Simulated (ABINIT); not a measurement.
Planning a run of ABINIT 10.8.3 on BaIBr (Pnma). The input:

```
acell 3*1.0 Angstrom
rprim 
  8.814460390000 0.000000000000 0.000000000000
  0.000000000000 5.124291030000 0.000000000000
  0.000000000000 0.000000000000 10.191678390000
ntypat 3
znucl 56 53 35
natom 12
typat 1 1 1 1 2 2 2 2 3 3 3 3
xred 
  0.728824540000 0.250000000000 0.375137030000
  0.271175460000 0.750000000000 0.624862970000
  0.771175460000 0.750000000000 0.875137030000
  0.228824540000 0.250000000000 0.124862970000
  0.471610560000 0.250000000000 0.831776550000
  0.528389440000 0.750000000000 0.168223450000
  0.028389440000 0.750000000000 0.331776550000
  0.971610560000 0.250000000000 0.668223450000
  0.856471900000 0.250000000000 0.066685850000
  0.143528100000 0.750000000000 0.933314150000
  0.643528100000 0.750000000000 0.566685850000
  0.356471900000 0.250000000000 0.433314150000
pp_dirpath "pseudos"
pseudos "Ba.upf, I.upf, Br.upf"
ecut 31
ngkpt 1 2 1
nshiftk 1
shiftk 0 0 0
kptopt 1
chksymbreak 0
istwfk *1
occopt 1
irdwfk 1
optdriver 4
nband 214
gwcalctyp 0
ecutsigx 31
symsigma 1
nkptgw 1
kptgw 
  0.0000000000 0.0000000000 0.0000000000
bdgw 
  47 50
ecuteps 3.2
irdscr 1
ppmodel 1
indata_prefix "in"
outdata_prefix "out"
tmpdata_prefix "tmp"
```

```sh
OMP_NUM_THREADS=1 mpirun -n 8 abinit run.abi > log
```

Q: Estimate wall time and host memory on 8 MPI ranks of Arm Neoverse N1, shared host.

It took 23 s; on shared hardware allow 12 s to 47 s. Peak host memory was 2.9 GiB.

[Paths, hosts, dates, memory and timing lines, banners, echoed tables and standing remarks are left out of the program output.]

[Logs are printed without paths, hosts, clocks, repeated set-up lines and the standing remarks that a program may print on its own settings, such as how far it seeks lower states.]

[Runs of the session that timed out or met a known fault of the program may be left out.]

[Hosts, paths, dates, database ids (printed as entryN), source tags and the programs' standing remarks are cut or masked in the printed files.]

[G0W0 gaps are taken among the corrected bands and points alone; a level outside them can change the order at an edge.]

[Where Ansatz stands beside ABINIT at settings called matched, ABINIT's density can come from a denser mesh and the files from another edition; pairs whose starting gaps differed by over 0.03 eV were left out, so agreement reads better than it is.]
